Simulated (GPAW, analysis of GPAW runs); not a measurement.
**Local vibrational mode of the Ga-H pair in Si (PBE) (GPAW)**

How near does this set-up come to the measured local vibrational mode? Subject: Ga-H pair in Si. Set-up: PBE, plane waves 500 eV, 32-site cell, PBE lattice, k: the zone centre alone, smearing 1.0 eV. The model is a cell of 32 host atoms with Ga put on another atom's site and H put in between. The frequencies come from force constants among the defect atom and its neighbours, with the masses of the isotopes named.

Measured beforehand: Si-H stretch, 1H: 2171 cm⁻¹, by IR absorption (quoted in “Local vibrational modes of impurities in silicon”, 2008, M.D. McCluskey, quoting earlier work (1987)).

Main program and level: GPAW 26.7.0; GPAW plane-wave PAW DFT, PBE; relaxation of all atoms of a defect supercell.

## Step 1: Set-up

The cell holds 33 atoms: 31 Si, 1 Ga and 1 H. Its edges and angles: a = 9.483 Å, b = 9.483 Å, c = 9.483 Å, α = 109.5°, β = 109.5°, γ = 109.5°. It derives from Si (space group Fd-3m). Nearest the centre at fractional (0.441, 0.500, 0.500): H33 at 0.57 Å, Ga11 at 1.00 Å, Si23 at 2.08 Å, Si32 at 2.60 Å, Si26 at 2.60 Å, Si27 at 2.62 Å, Si7 at 3.42 Å, Si8 at 3.43 Å.

The host's primitive cell comes from a first run (GPAW plane-wave PAW DFT, PBE; relaxation of cell and atoms of a defect-free cell): vectors of 3.871, 3.871 and 3.871 Å. That is 20.51 Å³ an atom, 2.4 % over the diffraction cell's volume. The supercell is built on it.

## Step 2: Relaxation, charge 0

Every later number rests on the structure around the defect, so the atoms are relaxed at the host's lattice first.

Input file run.py:

```python
import numpy as np
from ase.io import read, write
from ase.parallel import parprint, world
from gpaw import GPAW, PW
from ase.optimize import BFGS

atoms = read('POSCAR')
calc = GPAW(mode=PW(500),
            xc='PBE',
            kpts={'size': (1, 1, 1), 'gamma': True},
            occupations={'name': 'fermi-dirac', 'width': 1.0},
            nbands=72,
            convergence={'density': 1e-05, 'forces': 0.001},
            maxiter=150,
            symmetry='off',
            txt='gpaw.txt')
atoms.calc = calc
opt = BFGS(atoms, trajectory='relax.traj', logfile='-')
done = opt.run(fmax=0.01, steps=80)
parprint('Converged:', done)
energy = atoms.get_potential_energy()
forces = atoms.get_forces()
parprint(f'Energy: {energy:.6f} eV, largest force {np.linalg.norm(forces, axis=1).max():.4f} eV/A')
calc.write('gs.gpw')
write('final.xyz', atoms)
for s in range(calc.get_number_of_spins()):
    parprint('Levels (eV), spin', s, calc.get_eigenvalues(kpt=0, spin=s)[-16:].round(3))
```

Input file POSCAR:

```
Si Ga Si H 
 1.0000000000000000
    -5.4748449704608877    5.4748449704608877    5.4748449704608859
     5.4748449704608868   -5.4748449704608877    5.4748449704608859
     5.4748449704608841    5.4748449704608877   -5.4748449704608859
 Si  Ga  Si  H  
  10   1  21   1
Direct
  0.0009070453326014  0.0019188650678897  0.5023530613765159
 -0.0004711733471581  0.2494677219652378  0.2517202820844425
  0.0021567730272845  0.5008586871305754  0.0021472109212202
 -0.0001510723731330  0.7487300655559344  0.7477472820114761
  0.2519104374525556 -0.0003766593624765  0.2511733256810210
  0.2520315617355615  0.2500491597612528 -0.0002371662468022
  0.2520981517365100  0.5022363397807071  0.7509344262933969
  0.2483375226278562  0.7483290101636493  0.4974821017295495
  0.5006694637569247 -0.0016315145829721  0.0005236899157366
  0.5018923082553646  0.2523196078327010  0.7507840404996731
  0.5454802287661396  0.4976329677701214  0.4981547563797779
  0.4983247122791831  0.7505762605243291  0.2487390911174749
  0.7525414280678413  0.0016679450771956  0.7513567647076578
  0.7488940081812894  0.2483175949061486  0.5006513553236286
  0.7514053574070553  0.4989538211032566  0.2507623423163288
  0.7512865316945284  0.7517968751878646  0.0024981508514867
 -0.0012330974938593  0.0004144544974463  0.2513050176280864
  0.0011584992432489  0.2485847563068174  0.0000469332958861
  0.0010125880994166  0.4986886890271356  0.7508104490752708
  0.0009283477353419  0.7483827243318696  0.4999210436958575
  0.2509347038559134  0.0021893096620144  0.0021504751816826
  0.2479060186864617  0.2491762756573939  0.7478105386673682
  0.2212978057094524  0.4993391558163072  0.4997386148460005
  0.2497597024842163  0.7489896215411258  0.2476581763670814
  0.4983499870935102 -0.0024873524942600  0.7482002478275316
  0.5010059911078715  0.2516679763183343  0.5024935866973462
  0.5023309186392849  0.5007818537628602  0.2502036919616188
  0.4987966896426962  0.7489901404590013 -0.0025638911465276
  0.7485971809770723  0.0001362386379857  0.5011629511426380
  0.7487359127114576  0.2474199350532064  0.2488180508652966
  0.7509714891441998  0.5003450122000425  0.0023885805067701
  0.7503465175340777  0.7483587578731031  0.7483677293945475
  0.3818914951082814  0.4999862038142874  0.5015578963667021
```

Started as:

```sh
> OMP_NUM_THREADS=1 mpirun -n 4 gpaw python run.py > stdout
```

Output:

```text
__  _  _
 | _ |_)|_||  |
 |__||  | ||/\| - 26.7.0

Input parameters:
  mode=PW(ecut=500.0),
  convergence={'density': 1e-05, 'forces': 0.001},
  kpts=MonkhorstPack(size=(1, 1, 1), gamma=True),
  maxiter=150,
  nbands=72,
  occupations=Occupations(name='fermi-dirac', width=1.0),
  symmetry=Symmetry(point_group=False, time_reversal=False),
  xc=XC(name='PBE')

Diagonalizing LCAO Hamiltonian
Converting LCAO to pw mode

             Si Si
                 Si
               Si Si        Si
                   Si Si
                Si  Sii Ga
          Si          Si Si
                Si       HSi Si
             Si        Si  Si
                 Si  Si        Si
                  Si  Si    Si  Si  Si
                    Si           Si
                        Si

Atoms  # Å, Bohr magnetons
|    | symbol |         x |         y |         z |    initial magnetic moments |
|----|--------|-----------|-----------|-----------|-----------------------------|
|  0 |     Si |  2.755845 |  2.744766 | -2.734834 | ( 0.0000,  0.0000,  0.0000) |
|  1 |     Si |  2.746506 |  0.009753 | -0.014912 | ( 0.0000,  0.0000,  0.0000) |
|  2 |     Si |  2.742071 | -2.718560 |  2.742176 | ( 0.0000,  0.0000,  0.0000) |
[...]
| 10 |     Ga |  2.465364 |  2.989276 |  2.983563 | ( 0.0000,  0.0000,  0.0000) |
[...]
| 30 |     Si | -1.359064 |  1.385218 |  6.837687 | ( 0.0000,  0.0000,  0.0000) |
| 31 |     Si |  4.086315 |  4.108080 |  4.107982 | ( 0.0000,  0.0000,  0.0000) |
| 32 |      H |  3.392502 |  2.099402 |  2.082192 | ( 0.0000,  0.0000,  0.0000) |

Unit cell  # Å
| periodic |         x |         y |         z |  lengths |     angles |
|----------|-----------|-----------|-----------|----------|------------|
|      yes | -5.474845 |  5.474845 |  5.474845 | 9.482710 | 109.471221 |
|      yes |  5.474845 | -5.474845 |  5.474845 | 9.482710 | 109.471221 |
|      yes |  5.474845 |  5.474845 | -5.474845 | 9.482710 | 109.471221 |

Number of symmetries: 1
Symmetry operations  # r_c * U_cc + t_c -> r_c
|   | kind |            matrix            |
|---|------|------------------------------|
| 0 |  E   |  1, 0, 0,  0, 1, 0,  0, 0, 1 |

BZ-sampling:
  Number of BZ points: 1
  Number of IBZ points: 1

  Monkhorst-Pack size: [1, 1, 1]
  Monkhorst-Pack shift: [0, 0, 0]

K-points  # in reciprocal-cell coordinates
|   |                                coordinates |     weight |
|---|--------------------------------------------|------------|
| 0 | (  0.00000000,   0.00000000,   0.00000000) | 1.00000000 |

Plane wave coefficients: 8364
Cutoff: 500.0 eV

Spin-components: 1 (collinear spins)
Bands:           72
Projectors:      163
Spin-degeneracy: 2
Datatype:        float64

Density:
  Valence electrons: 128.0
  Components: 1
  Grid points: [49 49 49]
  Charge: 0.0  # |e|

Potential:
  Grid points: [49 49 49]

species:
  Si:
    name:    Silicon
    Z:       14.0
    valence: 4
    core:    10
    charge:  0.0  # [|e|]
    compensation charges:
      type: gauss
      rc: 0.33  # [Å]
      lmax: 2
    cutoffs:
      filter: 1.86  # [Å]
      core: 2.06  # [Å]
    projectors
    | kind |    occ | energy [eV] | rcut [Å] |
    |------|--------|-------------|----------|
    |   3s |  2.000 |     -10.812 |    1.058 |
    |   3p |  2.000 |      -4.081 |    1.058 |
    |    s |        |      16.399 |    1.058 |
    |    p |        |      23.130 |    1.058 |
    |    d |        |       0.000 |    1.058 |

    Using partial waves for Si as LCAO basis

  Ga:
    name:    Gallium
    Z:       31.0
    valence: 3
    core:    28
    charge:  0.0  # [|e|]
    compensation charges:
      type: gauss
      rc: 0.37  # [Å]
      lmax: 2
    cutoffs:
      filter: 2.06  # [Å]
      core: 4.17  # [Å]
    projectors
    | kind |    occ | energy [eV] | rcut [Å] |
    |------|--------|-------------|----------|
    |   4s |  2.000 |      -8.945 |    1.164 |
    |   4p |  1.000 |      -2.580 |    1.164 |
    |    s |        |      18.266 |    1.164 |
    |    p |        |      24.631 |    1.164 |
    |    d |        |       0.000 |    1.164 |

    Using partial waves for Ga as LCAO basis

  H:
    name:    Hydrogen
    Z:       1.0
    valence: 1
    core:    0
    charge:  0.0  # [|e|]
    compensation charges:
      type: gauss
      rc: 0.15  # [Å]
      lmax: 2
    cutoffs:
      filter: 0.85  # [Å]
      core: 0.53  # [Å]
    projectors
    | kind |    occ | energy [eV] | rcut [Å] |
    |------|--------|-------------|----------|
    |   1s |  1.000 |      -6.494 |    0.476 |
    |    s |        |      20.717 |    0.476 |
    |    p |        |       0.000 |    0.476 |

    Using partial waves for H as LCAO basis

Reference energy: -297373.833448  # eV

eigensolver:
  PPCG
  Converge bands: occupied
  niter=2

density mixing:
  MSR1-Mixer
  Pratt-step length: 0.05
  Maximum mixing coefficient: 0.75
  Old densities: 10
  SVD Regularization: 0.005
  Good broyden scale: 1.0
  Trust region scale: 1.0
  Backstep threshold: 4.0
  History deletion threshold: 6.0
  Fourier metric: weight=20.0, sigma=0.015

occupation numbers:
  Fermi-Dirac:
    width: 1.0000  # eV

poisson solver:
  ecut: 4000.0  # eV

xc functional:
  name: PBE with 2 nearest neighbor stencil

Initialization done in: 1.561 s

convergence criteria:
- Maximum integral of absolute [dens]ity change: 1e-05 electrons / valence electron
- Maximum change in the atomic [forces] across last 2 cycles: 0.001 eV/Ang OR
Maximum error relative to the maximum force is below inf
- Maximum [total energy] change in last 3 cyles: 0.0005 eV / valence electron
- Maximum integral of absolute [eigenst]ate change: 4e-08 eV^2 / valence electron
maximum number of iterations: 150

SCF iterations
|iter     | |      energy | eigst |  dens |force |
|---------|-|-------------|-------|-------|------|
|iter:   1| | -169.659064 | +0.01 |       |      |
|iter:   2| | -169.781288 | -1.71 | -0.86 |      |
|iter:   3| | -173.037443 | -1.04 | -0.88 |      |
|iter:   4| | -171.075204 | -0.61 | -1.10 |      |
|iter:   5| | -168.703322 | -1.29 | -1.22 |      |
|iter:   6| | -168.678879 | -2.45 | -1.92 |      |
|iter:   7| | -168.670965c| -2.85 | -2.21 |      |
|iter:   8| | -168.659740c| -2.96 | -2.47 |      |
|iter:   9| | -168.656380c| -3.03 | -2.81 |      |
[...]
[... 130 further cycles ...]
[...]
|iter: 149| | -168.646321c| -5.81 | -4.01 |      |
|iter: 150| | -168.646314c| -5.80 | -4.00 |      |
```

It took 2.4 min on 4 MPI ranks of Arm Neoverse V1, shared host; peak memory 0.98 GiB.

The run stopped without converging, so none of its numbers is a property of the system.

## Step 3: Outcome

The local vibrational mode was not obtained, because the step “relaxation, charge 0” did not converge.

[Logs are printed without paths, hosts, clocks, repeated set-up lines and the standing remarks that a program may print on its own settings, such as how far it seeks lower states.]

[Hosts, paths, dates, database ids (printed as entryN), source tags and the programs' standing remarks are cut or masked in the printed files.]

[For some hosts the program warned that the k-mesh of the response run may be too coarse for force constants and the static dielectric constant; such warnings are not shown here.]
